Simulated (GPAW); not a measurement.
# TiO2 (C2/m): G0W0 with GPAW, start to end, part 2 of 2

How does a plane-wave GW calculation on TiO2 (C2/m) run from the first input to the gap?

GPAW 26.7.0; LDA and many-body steps on it, plane waves. Known limits of the many-body steps: not at the basis limit; coarse k mesh.

So far. Step 3 (Bands along the symmetry lines): The gap is 2.665 eV, −0.014 eV from the run before at this level. Step 4 (Empty states on the mesh, 4×4×2 mesh, 184 bands): On this mesh the gap is 2.677 eV.

## Step 5: Screening and self-energy, 4×4×2 mesh, 174 bands, screening to 65 eV

Now the one-shot GW correction: screening in the RPA, then the self-energy of the levels asked for.

This step: G0W0 on LDA, plane waves, PAW.

The input, run.py:

```python
import json
import numpy as np
from gpaw.mpi import world
from gpaw.response.g0w0 import G0W0

gw = G0W0('full.gpw',
    filename='gw',
    kpts=[0, 3],
    bands=(46, 50),
    ecut=65,
    nbands=174,
    integrate_gamma='WS',
    ppa=True)
gw.calculate()
res = {mode: {k: v for k, v in r.items() if k != 'sigma_eskwn'}
       for mode, r in gw.all_results.items()}

if world.rank == 0:
    with open('result.json', 'w') as f:
        json.dump(res, f, default=lambda x: x.tolist())
```

On the command line:

```console
$ mpirun -n 4 gpaw python run.py
```

Numbers of over 12 decimals in the logs are rounded to 6 here.

The log of the run:

```text
Using integrator: PointIntegrator
FrequencyGridDescriptor(from 0.000+0.000j to 0.000+27.211j eV, 2 points)
Nonperiodic BCs:  [False False False]
Using integrator: PointIntegrator
FrequencyGridDescriptor(from 0.000+0.000j to 0.000+27.211j eV, 2 points)
Nonperiodic BCs:  [False False False]
  ___  _ _ _
 |   || | | |
 | | || | | |
 |__ ||_____|
 |___|

BZ k-points: Symmetries present (total): 4

  [... matrices ...]
32 k-points: 4 x 4 x 2 Monkhorst-Pack grid + [1/8,1/8,1/4]
14 k-points in the irreducible part of the Brillouin zone
       k-points in crystal coordinates                weights
   0:     0.00000000    0.00000000    0.00000000          1/32
   1:     0.00000000    0.00000000    0.50000000          1/32
   2:     0.25000000   -0.25000000    0.00000000          2/32
   3:     0.25000000   -0.25000000    0.50000000          2/32
   4:     0.25000000    0.00000000    0.00000000          4/32
   5:     0.25000000    0.00000000    0.50000000          4/32
   6:     0.25000000    0.25000000    0.00000000          2/32
   7:     0.25000000    0.25000000    0.50000000          2/32
   8:     0.50000000    0.00000000    0.00000000          2/32
   9:     0.50000000    0.00000000    0.50000000          2/32
          ...
  13:     0.50000000    0.50000000    0.50000000          1/32

Distributing spins, k-points and bands (1 x 2 x 4) over 4 processes
Number of blocks: 1

Quasi particle states:
k-points (IBZ indices): [0, 3]
Band range: (46, 50)
  [... matrices ...]
Computational parameters:
Plane wave cut-off: 65 eV
Number of bands: 174
Coulomb cutoff: None
Broadening: 0.1 eV

fxc modes: GW
Kernel: RPA
Using Godby-Needs plasmon-pole approximation:
  Fitting energy: i*E0, E0 = 1.000 Hartree
Summing all q:

Calculating screened Coulomb potential
No Coulomb truncation
FrequencyGridDescriptor(from 0.000+0.000j to 0.000+27.211j eV, 2 points)
Removing empty qpoint cache files...

Calculating chi0 body with:
    Ground state adapter containing:
    Number of spins: 1
    Number of kpoints: 32
    Number of irreducible kpoints: 14
    Number of completely occupied states: 48
    Number of partially occupied states: 48
    Occupied states memory: 46.875 M / cpu

    Linear response parametrization:
    q_c: [0.0, 0.0, 0.0]
    Number of frequency points: 2
    Planewave cutoff: 65.0
    Number of bands: 174
    Number of planewaves: 177
    Broadening (eta): 1e-06
    comm.size: 4
    kncomm.size: 4
    blockcomm.size: 1

    Memory estimate of potentially large arrays:
        chi0_wGG: 0.956085 M / cpu
Integrating chi0 body.

Symmetries of q_c:
    Direct symmetries (Uq -> q): 4
    Indirect symmetries (TUq -> q): 0
In total 4 allowed symmetries.

  [... matrices ...]
14 groups of equivalent kpoints. 56.25% reduction.

Integral kind: response function
Integrating chi0 head and wings.

Symmetries of q_c:
    Direct symmetries (Uq -> q): 4
    Indirect symmetries (TUq -> q): 0
In total 4 allowed symmetries.

  [... matrices ...]
14 groups of equivalent kpoints. 56.25% reduction.

Integral kind: response function wings

Calculating chi0 body with:
    Ground state adapter containing:
    Number of spins: 1
    Number of kpoints: 32
    Number of irreducible kpoints: 14
    Number of completely occupied states: 48
    Number of partially occupied states: 48
    Occupied states memory: 46.875 M / cpu

    Linear response parametrization:
[... the further q-points ...]

Results:
f:      Occupation numbers
eps:     KS-eigenvalues [eV]
vxc:     KS vxc [eV]
exx:     Exact exchange [eV]
sigma:   Self-energies [eV]
dsigma:  Self-energy derivatives
Z:       Renormalization factors
qp:      QP-energies [eV]

k-point 0 (0): (0.000, 0.000, 0.000)                GW
band       f     eps     vxc     exx   sigma  dsigma       Z      qp
                                                                   GW
  46   1.000   2.447 -21.076 -25.675   4.908  -0.316   0.760   2.681
  47   1.000   2.618 -20.454 -25.129   4.911  -0.323   0.756   2.795
  48   0.000   5.475 -21.798 -13.308  -5.451  -0.303   0.767   7.807
  49   0.000   5.827 -22.272 -13.704  -5.473  -0.311   0.763   8.190

k-point 1 (3): (0.250, -0.250, 0.500)                GW
band       f     eps     vxc     exx   sigma  dsigma       Z      qp
                                                                   GW
  46   1.000   2.646 -20.538 -25.075   4.798  -0.322   0.756   2.843
  47   1.000   2.798 -20.763 -25.228   4.765  -0.322   0.757   3.025
  48   0.000   5.881 -22.423 -13.454  -5.765  -0.313   0.762   8.322
  49   0.000   5.900 -22.213 -13.616  -5.485  -0.310   0.764   8.276
```

The job ended after 6.9 min (4 MPI ranks of Arm Neoverse V2, shared host; peak memory 3.2 GiB).

Numbers from this step:

```
G0W0 gap on the points computed              : 4.782 eV
least direct G0W0 gap on the computed points : 5.012 eV
Z at the valence top                         : 0.7565
Z at the conduction bottom                   : 0.7674
starting gap on the mesh                     : 2.677 eV
k of the valence top                         : 0.25, -0.25, 0.5
k of the conduction bottom                   : 0, 0, 0
```

The gap on the mesh goes from 2.68 eV to 4.78 eV, a correction of +2.11 eV.

Limits: finite bands, cutoff and mesh; coarse k mesh. v1 is the top filled band, c1 the lowest empty one. The levels before and after the correction (eV, zero at the valence-band top of each column):

```csv
,conduction bottom,valence top
Kohn-Sham,2.68,0.00
G0W0,4.78,0.00
```

```csv
,level,energy (eV)
Kohn-Sham,Γ v2,-0.350
Kohn-Sham,Γ v1,-0.180
Kohn-Sham,Γ c1,2.677
Kohn-Sham,Γ c2,3.030
Kohn-Sham,(0.25 -0.25 0.5) v2,-0.152
Kohn-Sham,(0.25 -0.25 0.5) v1,0.000
Kohn-Sham,(0.25 -0.25 0.5) c1,3.083
Kohn-Sham,(0.25 -0.25 0.5) c2,3.103
G0W0,Γ v2,-0.344
G0W0,Γ v1,-0.230
G0W0,Γ c1,4.782
G0W0,Γ c2,5.165
G0W0,(0.25 -0.25 0.5) v2,-0.181
G0W0,(0.25 -0.25 0.5) v1,0.000
G0W0,(0.25 -0.25 0.5) c1,5.297
G0W0,(0.25 -0.25 0.5) c2,5.251
```

## Step 6: Where the time went

Times are wall times on 4 MPI ranks of Arm Neoverse V2, shared host, good to a factor of about two.

```csv
step,time,share,memory (GiB)
ground state,4.3 min,24 %,1.5
bands along the symmetry lines,4 min,22 %,1.9
empty states on the mesh,2.5 min,14 %,1.8
screening and self-energy,6.9 min,39 %,3.2
```

## Step 7: Summary of results

```json
{
  "LDA gap": "2.66 eV, indirect",
  "G0W0 gap on the mesh": "4.78 eV",
  "GW settings": "4×4×2 mesh, 174 bands, screening to 65 eV, Godby-Needs plasmon pole",
  "known limits": "not at the basis limit; coarse k mesh"
}
```

In words: G0W0 moves the gap on the mesh from 2.68 eV to 4.78 eV (+2.11 eV), with Z of 0.76 and 0.77 at the edges. Only 2 of the mesh's irreducible points were corrected, so a valley elsewhere could overtake. The dearest step here is «screening and self-energy». Bands and cutoff are finite, so the gap is not at the basis limit. The miss can reach some tenths of an eV and take either sign; the mesh is an error of its own. These stock PAW sets were not made for GW. In the G0W0 run levels were corrected at 2 k points alone, so a gap called «on the mesh» is the least over those, and an edge elsewhere would be missed. The 4×4×2 mesh is coarse for this cell, which bears on the long-range parts of exchange and screening.

[Paths, hosts, dates, memory and timing lines, banners, echoed tables and standing remarks are left out of the program output.]

[Logs are printed without paths, hosts, clocks, repeated set-up lines and the standing remarks that a program may print on its own settings, such as how far it seeks lower states.]

[Runs of the session that timed out or met a known fault of the program may be left out.]

[Hosts, paths, dates, database ids (printed as entryN), source tags and the programs' standing remarks are cut or masked in the printed files.]
